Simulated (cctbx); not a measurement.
# Lattice, Laue class and space group of a new crystal

Cell: a = 9.2620 Å, b = 9.2620 Å, c = 9.2620 Å, α = 90.00°, β = 90.00°, γ = 90.00°. Expected content of the cell: Pr12 Ge8 Cu24.

Simulated single-crystal data (cctbx): Mo Kα, λ = 0.71073 Å, to d = 0.8 Å, 95 % of the full sphere, strongest reflection 70000 counts, noise from counting, a 1.5 % proportional error and a noise floor of 8 counts (s.d.); no absorption.

A first pass over the reflections prints:

```text
6281 reflections to d = 0.800 A
centring   violations  <I/sigma> of those
    A       1390 of  3157     13.5
    B       1384 of  3158     13.4
    C       1390 of  3143     13.5
    I          0 of  3133     -0.0
    R       1824 of  4160     13.0
    F       2082 of  4729     13.5
Laue class    unique    Rint  (classes that these axes allow; Friedel mates merged)
I 1 2/m 1         885   0.015
I 1 1 2/m         885   0.014
I 2/m 1 1         885   0.015
I m m m           498   0.016
I 4/m             445   0.016
I 4/m m m         271   0.016
I m -3            168   0.017
I m -3 m          106   0.017
space group    extra absences  I>4sigma  <I/sigma>
I 4 3 2                 0          0         -  acentric
I -4 3 m                0          0         -  acentric
I m -3 m                0          0         -  centric
Wilson B = 1.13 A^2   <|E^2-1|> = 0.783 (0.968 centric, 0.736 acentric)   E^2>4: 1.0 %
shell (A)         n   <I/sigma>
 6.55 - 1.59     17    145.8
 1.59 - 1.27     15    144.1
 1.27 - 1.11     13    152.7
 1.11 - 1.01     12    121.2
 1.01 - 0.94     13    188.0
 0.94 - 0.88     13    113.6
 0.88 - 0.84     11    178.5
 0.84 - 0.80     12    104.0
```

**Question.** What are the lattice type, the Laue class and the likely space group?

The reflections that I centring forbids are absent (⟨I/σ⟩ near 0), so the lattice is I.

Rint stays low (0.014 to 0.017) up to I m -3 m, the highest class in these axes.

3 settings pass the absence test. No glide or screw absences show, which leaves I 4 3 2, I -4 3 m and I m -3 m.

⟨|E²−1|⟩ = 0.783 leans to a non-centrosymmetric structure. Here that hint misleads: the statistic assumes many like atoms on general positions, and few, heavy or special-position atoms break it. The Wilson B of 1.13 Å² means U ≈ 0.0143 Å².

The true group is Im-3m (no. 229), Laue class m-3m, centrosymmetric. The tables only narrow the choice to the tied entries; cell content, site symmetry and trial solutions must settle it.

The model is made up (kin elements in a known structure type, no relaxation), so it says nothing on whether the phase exists.

[Logs are printed without paths, hosts, clocks, repeated set-up lines and the standing remarks that a program may print on its own settings, such as how far it seeks lower states.]
